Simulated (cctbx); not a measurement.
# What is wrong with this refinement?

Cell a = 7.4140 Å, b = 9.2670 Å, c = 4.9980 Å, α = 90.00°, β = 90.00°, γ = 90.00°; space group Ibam (no. 72).

Simulated single-crystal data (cctbx): Mo Kα, λ = 0.71073 Å, to d = 0.6 Å, 80 % of the full sphere, strongest reflection 20000 counts, noise from counting, a 3 % proportional error and a noise floor of 2 counts (s.d.); no absorption, and some extinction, which the refinements don't model.

An anisotropic refinement with weights 1/σ² prints:

```text
Rint 0.027, 458 unique reflections to 0.60 A
cycle     R1     wR2    GooF  max shift (A)
   1  0.5443  0.8600  38.040   0.26447
   4  0.2166  0.4667  20.643   0.00000
final R1 0.2166 wR2 0.4667 GooF 20.643  parameters 21  data/parameter 21.8
atom        x        y        z      Ueq    occ   su(xyz)  su(Uiso or U11)
Mn1    0.65476  0.14841  0.00000  -0.0044  1.000  0.00034  0.0012  NPD
Y1     0.00000  0.00000  0.25000   0.0402  1.000  0.00000  0.0036
B1     0.59425  0.09916  0.50000   0.1341  1.000  0.01920  0.1277  NPD
B2     0.25985  0.90816  0.50000   0.1256  1.000  0.02107  0.1557
difference map: max 40.57 min -6.06 rms 2.67
Q1    0.1540  0.3520  0.0000    8   41.96  0.01 A from Mn1
Q2    0.1677  0.0734  0.0000    8   16.52  0.70 A from B2
Q3    0.1573  0.3726  0.5000    8   11.60  0.54 A from B1
Q4    0.0000  0.0000  0.2500    4    7.13  0.00 A from Y1
Q5    0.0107  0.1206  0.5000    8    3.76  1.68 A from Y1
Q6    0.1212  0.0000  0.2500    8    3.71  0.90 A from Y1
```

**Question.** Can this result stand? If not, what is the likely fault?

Mend it. The fault: elements exchanged: Y1 is Mn and Mn1 is Y. Against the right model at the same level, R1 goes from 0.0130 to 0.2166 and GooF from 1.25 to 20.64, B2 takes U = 0.13 Å², B1 takes U = 0.13 Å², U of Mn1 shrinks from 0.0088 to -0.0044 Å², U of Y1 swells from 0.0232 to 0.0402 Å², the top difference peak, 42.0 e/Å³, lies on Mn1 and Mn1 and B1 go non-positive-definite. Y1 has 14 electrons too many and its U swells to shed them, as expected; Mn1 has 14 electrons too few and its U shrinks to make up, as expected.

The compound is Y2MnB4. The right model at the same level gives:

```text
Rint 0.027, 458 unique reflections to 0.60 A
cycle     R1     wR2    GooF  max shift (A)
   1  0.0649  0.1775   7.851   0.01327
   2  0.0130  0.0282   1.249   0.00005
final R1 0.0130 wR2 0.0282 GooF 1.249  parameters 21  data/parameter 21.8
atom        x        y        z      Ueq    occ   su(xyz)  su(Uiso or U11)
Y1     0.65470  0.14840  0.00000   0.0088  1.000  0.00002  0.0001
Mn1    0.00000  0.00000  0.25000   0.0232  1.000  0.00000  0.0002
B1     0.65403  0.13011  0.50000   0.0166  1.000  0.00025  0.0008
B2     0.16809  0.92747  0.50000   0.0179  1.000  0.00028  0.0008
difference map: max 0.40 min -0.91 rms 0.17
Q1    0.0836  0.4651  0.0000    8    0.40  1.18 A from Y1
Q2    0.0000  0.5000  0.4031    8    0.38  1.73 A from B1
Q3    0.1194  0.1539  0.3615   16    0.38  1.77 A from Mn1
Q4    0.0830  0.0217  0.0000    8    0.37  0.79 A from B2
Q5    0.0000  0.5000  0.2500    4    0.36  2.08 A from B1
Q6    0.1892  0.1037  0.1683   16    0.35  0.90 A from B2
```

Isotropic U is held between 0.0001 and 1 Å² by the program, and listed peak heights are interpolated, so they can pass the grid's maximum.

The model was made for the exercise: a known structure type with other elements put in, its volume estimated, not relaxed; displacement parameters are assumed.

[Middle refinement cycles are left out of these outputs.]

[Logs are printed without paths, hosts, clocks, repeated set-up lines and the standing remarks that a program may print on its own settings, such as how far it seeks lower states.]
